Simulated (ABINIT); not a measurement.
# WSe2 (P6_3/mmc): G0W0 with ABINIT, start to end

Aim: the G0W0 gap of WSe2 (P6_3/mmc) on PBE, step by step.

Main program and level: ABINIT 10.8.3; PBE and many-body steps on it, plane waves.

The database entry behind the starting cell differs from later determinations by our own check (a about 0.2 % long), so it need not match the best structure at ambient conditions.

**1. Set-up**

It takes space group P6_3/mmc (No. 194, hexagonal). The conventional cell has a = 3.290 Å, b = 3.290 Å, c = 12.970 Å, α = 90.00°, β = 90.00°, γ = 120.00°. Nearest to W lie 6 Se at 2.53 Å. Nearest to Se lie 3 W at 2.53 Å. Farther neighbours and most contacts between anions are not listed.

The cell and positions come from the Crystallography Open Database and are kept as given unless a step says otherwise. Spin-orbit coupling is left out unless a step names it.

**2. Ground state**

This step: ABINIT 10.8.3; DFT, PBE, plane waves, norm-conserving pseudopotentials.

The ground-state density comes first.

The input, run.abi:

```
acell 3*1.0 Angstrom
rprim 
  3.290000000028 -0.000000000007 0.000000000000
  -1.645000000008 2.849223578479 0.000000000000
  0.000000000000 0.000000000000 12.970000000000
ntypat 2
znucl 74 34
natom 6
typat 1 1 2 2 2 2
xred 
  0.333333333333 0.666666666667 0.250000000000
  0.666666666667 0.333333333333 0.750000000000
  0.333333333333 0.666666666667 0.621000000000
  0.666666666667 0.333333333333 0.121000000000
  0.333333333333 0.666666666667 0.879000000000
  0.666666666667 0.333333333333 0.379000000000
pp_dirpath "pseudos"
pseudos "W.upf, Se.upf"
ecut 58
ngkpt 6 6 2
nshiftk 1
shiftk 0 0 0
kptopt 1
chksymbreak 0
nband 69
occopt 1
tolvrs 1e-08
nstep 60
prtwf 0
optforces 0
optstress 0
indata_prefix "in"
outdata_prefix "out"
tmpdata_prefix "tmp"
```

Started as:

```console
$ OMP_NUM_THREADS=1 mpirun -n 4 abinit run.abi > log
```

Numbers of over 12 decimals in the logs are rounded to 6 here.

What it wrote:

```text
.Version 10.8.3 of ABINIT. v10.8.2 released Aug 2026.

 Symmetries : space group P6_3/m m c (#194); Bravais hP (primitive hexag.)
================================================================================
 Values of the parameters that define the memory need of the present run
     intxc =       0    ionmov =       0      iscf =       7    lmnmax =       8
     lnmax =       8     mgfft =     180  mpssoang =       4    mqgrid =    8403
     natom =       6  nloc_mem =       1    nspden =       1   nspinor =       1
    nsppol =       1      nsym =      24    n1xccc =    2501    ntypat =       2
    occopt =       1   xclevel =       2
-    mband =          69        mffmem =           1         mkmem =           4
       mpw =       17347          nfft =      364500          nkpt =          14
================================================================================
  Rough estimation (10% accuracy) of disk space for files :
================================================================================

--------------------------------------------------------------------------------
------------- Echo of variables that govern the present computation ------------
--------------------------------------------------------------------------------
 -outvars: echo values of preprocessed input variables --------
            acell      1.8897261259E+00  1.8897261259E+00  1.8897261259E+00 Bohr

      chksymbreak           0
             ecut      5.80000000E+01 Hartree
-          fftalg         312

              ixc     -101130
              kpt      0.00000000E+00  0.00000000E+00  0.00000000E+00
                       1.66666667E-01  0.00000000E+00  0.00000000E+00
                       3.33333333E-01  0.00000000E+00  0.00000000E+00
                       5.00000000E-01  0.00000000E+00  0.00000000E+00
                       1.66666667E-01  1.66666667E-01  0.00000000E+00
                       3.33333333E-01  1.66666667E-01  0.00000000E+00
                       3.33333333E-01  3.33333333E-01  0.00000000E+00
                       0.00000000E+00  0.00000000E+00  5.00000000E-01
                       1.66666667E-01  0.00000000E+00  5.00000000E-01
                       3.33333333E-01  0.00000000E+00  5.00000000E-01
                       5.00000000E-01  0.00000000E+00  5.00000000E-01
[...]
kptrlatt        6    0    0      0    6    0      0    0    2
          kptrlen      3.73031937E+01
P           mkmem           4
            natom           6
            nband          69
            ngfft          45      45     180
             nkpt          14
            nstep          60
             nsym          24
           ntypat           2
              occ      2.000000  2.000000  2.000000  2.000000  2.000000  2.000000
                       2.000000  2.000000  2.000000  2.000000  2.000000  2.000000
                       2.000000  2.000000  2.000000  2.000000  2.000000  2.000000
                       2.000000  2.000000  2.000000  2.000000  2.000000  2.000000
                       2.000000  2.000000  2.000000  2.000000  2.000000  2.000000
                       2.000000  2.000000  2.000000  2.000000  2.000000  2.000000
                       2.000000  2.000000  2.000000  2.000000  2.000000  2.000000
                       2.000000  2.000000  2.000000  2.000000  2.000000  2.000000
                       2.000000  2.000000  2.000000  2.000000  2.000000  2.000000
                       2.000000  2.000000  2.000000  2.000000  2.000000  2.000000
                       2.000000  2.000000  0.000000  0.000000  0.000000  0.000000
[...]
optforces           0
        optstress           0
            prtwf           0
            rprim      3.2900000000E+00 -7.0000000000E-12  0.0000000000E+00
[...]
spgroup         194

           tolvrs      1.00000000E-08

             xred      3.3333333333E-01  6.6666666667E-01  2.5000000000E-01
[...]
znucl       74.00000   34.00000

================================================================================

 chkinp: Checking input parameters for consistency.

================================================================================
== DATASET  1 ==================================================================
-   mpi_nproc: 4, omp_nthreads: 1 (-1 if OMP is not activated)

--- !DatasetInfo
iteration_state: {dtset: 1, }
dimensions: {natom: 6, nkpt: 14, mband: 69, nsppol: 1, nspinor: 1, nspden: 1, mpw: 17347, }
cutoff_energies: {ecut:  58.0, pawecutdg:  -1.0, }
electrons: {nelect:   1.24000000E+02, charge:   0.00000000E+00, occopt:   1.00000000E+00, tsmear:   1.00000000E-02, }

 Real(R)+Recip(G) space primitive vectors, cartesian coordinates (Bohr,Bohr^-1):
 R(1)=  6.2171990  0.0000000  0.0000000  G(1)=  0.1608441  0.0928634  0.0000000
 R(2)= -3.1085995  5.3842522  0.0000000  G(2)=  0.0000000  0.1857268  0.0000000
 R(3)=  0.0000000  0.0000000 24.5097479  G(3)=  0.0000000  0.0000000  0.0408001
 Unit cell volume ucvol=  8.2046301E+02 bohr^3
 Angles (23,13,12)=  9.00000000E+01  9.00000000E+01  1.20000000E+02 degrees

 getcut: wavevector=  0.0000  0.0000  0.0000  ngfft=  45  45 180
         ecut(hartree)=     58.000   => boxcut(ratio)=   2.06433

--- Pseudopotential description ------------------------------------------------
[...]
--- l  ekb(1:nproj) -->
[...]
pspatm: atomic psp has been read  and splines computed

- Se Generated using ONCVPSP code by D. R. Hamann
- 34.00000  24.00000  171031                  znucl, zion, pspdat
12 -101130 2 -1 1214                          pspcod,pspxc,lmax,lloc,mmax
     nproj     2     2     2     0
  pspatm : epsatm=   25.39064422
         --- l  ekb(1:nproj) -->
[...]
pspatm: atomic psp has been read  and splines computed

   1.54971935E+04                                ecore*ucvol(ha*bohr**3)
--------------------------------------------------------------------------------

_setup2: Arith. and geom. avg. npw (full set) are   17307.181   17307.168

================================================================================

--- !BeginCycle
iteration_state: {dtset: 1, }
solver: {iscf: 7, nstep: 60, nline: 4, wfoptalg: 0, }
tolerances: {tolvrs: 1.00E-08, }

     iter   Etot(hartree)      deltaE(h)  residm     vres2
 ETOT  1  -1496.3491171612    -1.496E+03 2.895E+00 8.091E+02
 ETOT  2  -1504.7322363773    -8.383E+00 4.312E-02 1.665E+03
 ETOT  3  -1504.8550623619    -1.228E-01 6.662E-02 4.677E+02
 ETOT  4  -1504.8631270722    -8.065E-03 4.072E-02 2.266E+02
 ETOT  5  -1504.8748602754    -1.173E-02 5.548E-03 8.238E+00
 ETOT  6  -1504.8754248780    -5.646E-04 8.120E-03 1.199E+00
 ETOT  7  -1504.8754485021    -2.362E-05 2.026E-03 3.856E-02
 ETOT  8  -1504.8754502186    -1.717E-06 1.292E-03 1.505E-03
 ETOT  9  -1504.8754503410    -1.224E-07 1.665E-03 1.180E-05
 ETOT 10  -1504.8754503418    -7.358E-10 4.759E-03 2.650E-06
 ETOT 11  -1504.8754503419    -1.469E-10 1.889E-03 4.529E-08
 ETOT 12  -1504.8754503418     1.176E-10 3.605E-03 7.446E-09

 At SCF step   12       vres2   =  7.45E-09 < tolvrs=  1.00E-08 =>converged.

--- !ResultsGS
iteration_state: {dtset: 1, }
comment   : Summary of ground state results
lattice_vectors:
- [  6.2171990,  -0.0000000,   0.0000000, ]
- [ -3.1085995,   5.3842522,   0.0000000, ]
- [  0.0000000,   0.0000000,  24.5097479, ]
lattice_lengths: [   6.21720,    6.21720,   24.50975, ]
lattice_angles: [ 90.000,  90.000, 120.000, ] # degrees, (23, 13, 12)
lattice_volume:   8.2046301E+02
convergence: {deltae:  1.176E-10, res2:  7.446E-09, residm:  3.605E-03, diffor:  0.000E+00, }
etotal    :  -1.50487545E+03
entropy   :   0.00000000E+00
fermie    :   3.61147283E-01
cartesian_stress_tensor: null
pressure_GPa: null
xred      :
- [  3.3333E-01,   6.6667E-01,   2.5000E-01,  W]
- [  6.6667E-01,   3.3333E-01,   7.5000E-01,  W]
- [  3.3333E-01,   6.6667E-01,   6.2100E-01, Se]
- [  6.6667E-01,   3.3333E-01,   1.2100E-01, Se]
- [  3.3333E-01,   6.6667E-01,   8.7900E-01, Se]
- [  6.6667E-01,   3.3333E-01,   3.7900E-01, Se]
cartesian_forces: null
force_length_stats: {min: null, max: null, mean: null, }

 Integrated electronic density in atomic spheres:
 ------------------------------------------------
 Atom  Sphere_radius  Integrated_density
[...]
================================================================================

 ----iterations are completed or convergence reached----

 Mean square residual over all n,k,spin=   66.756E-07; max=  36.048E-04
 reduced coordinates (array xred) for    6 atoms
[...]
0.666666666667      0.333333333333      0.750000000000
       0.333333333333      0.666666666667      0.621000000000
       0.666666666667      0.333333333333      0.121000000000
       0.333333333333      0.666666666667      0.879000000000
       0.666666666667      0.333333333333      0.379000000000
 rms dE/dt=  0.0000E+00; max dE/dt=  0.0000E+00; dE/dt below (all hartree)
    1       0.000000000000      0.000000000000      0.000000000000
    2       0.000000000000      0.000000000000      0.000000000000
    3       0.000000000000      0.000000000000      0.000000000000
    4       0.000000000000      0.000000000000      0.000000000000
    5       0.000000000000      0.000000000000      0.000000000000
    6       0.000000000000      0.000000000000      0.000000000000

 cartesian coordinates (angstrom) at end:
    1      4e-12     1.899482     3.242500
    2      1.645000     0.949741     9.727500
    3      4e-12     1.899482     8.054370
    4      1.645000     0.949741     1.569370
    5      4e-12     1.899482    11.400630
    6      1.645000     0.949741     4.915630
 length scales=  1.889726125908  1.889726125908  1.889726125908 bohr
              =  1.000000000000  1.000000000000  1.000000000000 angstroms
 prteigrs : about to open file out_EIG
 Fermi (or HOMO) energy (hartree) =   0.36115   Average Vxc (hartree)=  -0.41983
 Eigenvalues (hartree) for nkpt=  14  k points:
 kpt#   1, nband= 69, wtk=  0.01389, kpt=  0.0000  0.0000  0.0000 (reduced coord)
  -7.29039   -7.29039   -7.29039   -7.29039   -5.06693   -5.06693   -5.06693   -5.06693
  -5.06693   -5.06693   -5.06693   -5.06693   -5.06548   -5.06548   -5.06548   -5.06548
  -2.37091   -2.37091   -1.39916   -1.39916   -1.39916   -1.39916   -1.39914   -1.39914
  -1.39913   -1.39913   -1.39792   -1.39792   -1.39791   -1.39791   -1.39788   -1.39788
  -1.39787   -1.39787   -1.39745   -1.39744   -1.39737   -1.39736   -1.05694   -1.05694
  -1.05194   -1.05194   -1.05194   -1.05194   -0.20054   -0.19132   -0.15729   -0.14185
   0.09886    0.13946    0.22806    0.26311    0.26311    0.26375    0.26375    0.30412
   0.30412    0.30615    0.30615    0.32068    0.32183    0.36115    0.45820    0.45846
   0.46005    0.46121    0.46151    0.46584    0.46920
 prteigrs : prtvol=0 or 1, do not print more k-points.

--- !EnergyTerms
iteration_state     : {dtset: 1, }
comment             : Components of total free energy in Hartree
kinetic             :  6.25794027482691E+02
hartree             :  5.72117172781043E+02
xc                  : -1.48629641281263E+02
Ewald energy        : -7.08466026466593E+02
psp_core            :  1.88883512588344E+01
local_psp           : -1.54329264058837E+03
non_local_psp       : -3.21286693528143E+02
total_energy        : -1.50487545034180E+03
total_energy_eV     : -4.09497471313454E+04
band_energy         : -2.52458523383586E+02

== END DATASET(S) ==============================================================
================================================================================

 -outvars: echo values of variables after computation  --------
           etotal     -1.5048754503E+03
            nband          69
             nkpt          14
          spgroup         194
 [... the other variables as echoed above ...]

 Calculation completed.
```

Run time: 4.3 min. Hardware: 4 MPI ranks of Arm Neoverse V2, shared host; peak memory 0.86 GiB.

This step gave:

```yaml
total_energy: -40949.7471 eV
gap: 0.9782 eV
k_of_the_valence_top: 0, 0, 0
k_of_the_conduction_bottom: 0.1667, 0.1667, 0
least_direct_gap: 1.524 eV
```

The gap is indirect, with the least direct gap 0.55 eV higher.

**3. Empty states on the mesh, 3×3×1 mesh, 143 bands**

The sums over transitions need many empty states on a uniform mesh; this step solves for them.

Edit run.abi of step 2 so:

```diff
@@ -19,3 +19,3 @@
 ecut 58
-ngkpt 6 6 2
+ngkpt 3 3 1
 nshiftk 1
@@ -24,9 +24,10 @@
 chksymbreak 0
-nband 69
-occopt 1
-tolvrs 1e-08
+iscf -2
+irdden 1
+istwfk *1
+nband 143
+nbdbuf 12
+tolwfr 1e-09
 nstep 60
-prtwf 0
-optforces 0
-optstress 0
+prtvol 0
 indata_prefix "in"
```

Started as:

```console
$ OMP_NUM_THREADS=1 mpirun -n 3 abinit run.abi > log
```

What it wrote:

```text
.Version 10.8.3 of ABINIT. v10.8.2 released Aug 2026.

 Symmetries : space group P6_3/m m c (#194); Bravais hP (primitive hexag.)
[... echo of the input left out ...]
== DATASET  1 ==================================================================
-   mpi_nproc: 3, omp_nthreads: 1 (-1 if OMP is not activated)

--- !DatasetInfo
iteration_state: {dtset: 1, }
dimensions: {natom: 6, nkpt: 3, mband: 143, nsppol: 1, nspinor: 1, nspden: 1, mpw: 17365, }
cutoff_energies: {ecut:  58.0, pawecutdg:  -1.0, }
electrons: {nelect:   1.24000000E+02, charge:   0.00000000E+00, occopt:   1.00000000E+00, tsmear:   1.00000000E-02, }

 Real(R)+Recip(G) space primitive vectors, cartesian coordinates (Bohr,Bohr^-1):
 R(1)=  6.2171990  0.0000000  0.0000000  G(1)=  0.1608441  0.0928634  0.0000000
 R(2)= -3.1085995  5.3842522  0.0000000  G(2)=  0.0000000  0.1857268  0.0000000
 R(3)=  0.0000000  0.0000000 24.5097479  G(3)=  0.0000000  0.0000000  0.0408001
 Unit cell volume ucvol=  8.2046301E+02 bohr^3
 Angles (23,13,12)=  9.00000000E+01  9.00000000E+01  1.20000000E+02 degrees

 getcut: wavevector=  0.0000  0.0000  0.0000  ngfft=  45  45 180
         ecut(hartree)=     58.000   => boxcut(ratio)=   2.06433

--- Pseudopotential description ------------------------------------------------
- W Generated using ONCVPSP code by D. R. Hamann
- 74.00000  14.00000  171031                  znucl, zion, pspdat
12 -101130 3 -1 1396                          pspcod,pspxc,lmax,lloc,mmax
     nproj     2     2     2     2
  pspatm : epsatm=   11.70739509
         --- l  ekb(1:nproj) -->
             0   12.992056    1.844411
             1    9.080024    1.409692
             2    4.470007    0.514403
[...]
pspatm: atomic psp has been read  and splines computed

- Se Generated using ONCVPSP code by D. R. Hamann
- 34.00000  24.00000  171031                  znucl, zion, pspdat
12 -101130 2 -1 1214                          pspcod,pspxc,lmax,lloc,mmax
     nproj     2     2     2     0
  pspatm : epsatm=   25.39064422
         --- l  ekb(1:nproj) -->
[...]
pspatm: atomic psp has been read  and splines computed

--------------------------------------------------------------------------------

================================================================================
 prteigrs : about to open file out_EIG
 Non-SCF case, kpt    1 (  0.00000  0.00000  0.00000), residuals and eigenvalues=
  8.11E-10  8.31E-10  2.51E-10  2.49E-10  3.70E-10  5.09E-10  6.34E-10  3.36E-10
  5.20E-10  5.36E-10  3.71E-10  4.56E-10  4.36E-10  4.43E-10  4.58E-10  3.57E-10
  6.46E-10  7.23E-10  6.73E-10  1.08E-10  7.05E-11  7.18E-10  7.13E-11  8.54E-11
[...]
2.61E-08  1.72E-08  1.06E-06  1.26E-05  1.28E-05  2.63E-04  3.46E-05
 -7.2904E+00 -7.2904E+00 -7.2904E+00 -7.2904E+00 -5.0669E+00 -5.0669E+00
 -5.0669E+00 -5.0669E+00 -5.0669E+00 -5.0669E+00 -5.0669E+00 -5.0669E+00
 -5.0655E+00 -5.0655E+00 -5.0655E+00 -5.0655E+00 -2.3709E+00 -2.3709E+00
[...]
1.4897E+00  1.5012E+00  1.5012E+00  1.5689E+00  1.5689E+00  1.5775E+00
  1.5894E+00  1.6322E+00  1.6322E+00  1.6598E+00  1.6603E+00  1.6631E+00
  1.7270E+00  1.7270E+00  1.7542E+00  1.7544E+00  1.7693E+00
 prteigrs : prtvol=0 or 1, do not print more k-points.

--- !ResultsGS
iteration_state: {dtset: 1, }
comment   : Summary of ground state results
lattice_vectors:
- [  6.2171990,  -0.0000000,   0.0000000, ]
- [ -3.1085995,   5.3842522,   0.0000000, ]
- [  0.0000000,   0.0000000,  24.5097479, ]
lattice_lengths: [   6.21720,    6.21720,   24.50975, ]
lattice_angles: [ 90.000,  90.000, 120.000, ] # degrees, (23, 13, 12)
lattice_volume:   8.2046301E+02
convergence: {deltae:  0.000E+00, res2:  0.000E+00, residm:  9.962E-10, diffor:  0.000E+00, }
etotal    :  -1.50487545E+03
entropy   :   0.00000000E+00
fermie    :   3.61147283E-01
cartesian_stress_tensor: null
pressure_GPa: null
xred      :
- [  3.3333E-01,   6.6667E-01,   2.5000E-01,  W]
- [  6.6667E-01,   3.3333E-01,   7.5000E-01,  W]
- [  3.3333E-01,   6.6667E-01,   6.2100E-01, Se]
- [  6.6667E-01,   3.3333E-01,   1.2100E-01, Se]
- [  3.3333E-01,   6.6667E-01,   8.7900E-01, Se]
- [  6.6667E-01,   3.3333E-01,   3.7900E-01, Se]
cartesian_forces: null
force_length_stats: {min: null, max: null, mean: null, }

 Integrated electronic density in atomic spheres:
 ------------------------------------------------
 Atom  Sphere_radius  Integrated_density
[...]
================================================================================

 ----iterations are completed or convergence reached----

 Mean square residual over all n,k,spin=   45.725E-11; max=  99.623E-11
 reduced coordinates (array xred) for    6 atoms
[...]
0.333333333333      0.666666666667      0.879000000000
       0.666666666667      0.333333333333      0.379000000000

 cartesian coordinates (angstrom) at end:
    1      4e-12     1.899482     3.242500
    2      1.645000     0.949741     9.727500
    3      4e-12     1.899482     8.054370
    4      1.645000     0.949741     1.569370
    5      4e-12     1.899482    11.400630
    6      1.645000     0.949741     4.915630
 length scales=  1.889726125908  1.889726125908  1.889726125908 bohr
              =  1.000000000000  1.000000000000  1.000000000000 angstroms
 prteigrs : about to open file out_EIG
 Eigenvalues (hartree) for nkpt=   3  k points:
 kpt#   1, nband=143, wtk=  0.11111, kpt=  0.0000  0.0000  0.0000 (reduced coord)
[...]
1.41234    1.41234    1.46046    1.46046    1.47476    1.47610    1.48974    1.50117
   1.50117    1.56895    1.56895    1.57747    1.58936    1.63221    1.63221    1.65980
   1.66031    1.66309    1.72697    1.72697    1.75422    1.75435    1.76927
 prteigrs : prtvol=0 or 1, do not print more k-points.

== END DATASET(S) ==============================================================
================================================================================

 -outvars: echo values of variables after computation  --------
            nband         143
             nkpt           3
          spgroup         194
 [... the other variables as echoed above ...]

 Calculation completed.
```

Run time: 1.7 min. Hardware: 3 MPI ranks; peak memory 0.45 GiB; 5 min of CPU time.

This step gave:

```yaml
gap: 1.330 eV
k_of_the_valence_top: 0, 0, 0
k_of_the_conduction_bottom: 0.3333, 0.3333, 0
least_direct_gap: 1.524 eV
k_points_computed: 3
lowest_point_of_the_top_converged_band_above_the_valence_top: 32.10 eV
```

On this mesh the gap is 1.330 eV. The earlier step found 0.978 eV, so this mesh misses an edge.

[end of part 1 of 2]

[Paths, hosts, dates, memory and timing lines, banners, echoed tables and standing remarks are left out of the program output.]

[Logs are printed without paths, hosts, clocks, repeated set-up lines and the standing remarks that a program may print on its own settings, such as how far it seeks lower states.]

[Runs of the session that timed out or met a known fault of the program may be left out.]

[Hosts, paths, dates, database ids (printed as entryN), source tags and the programs' standing remarks are cut or masked in the printed files.]

[G0W0 gaps are taken among the corrected bands and points alone; a level outside them can change the order at an edge.]

[Where Ansatz stands beside ABINIT at settings called matched, ABINIT's density can come from a denser mesh and the files from another edition; pairs whose starting gaps differed by over 0.03 eV were left out, so agreement reads better than it is.]
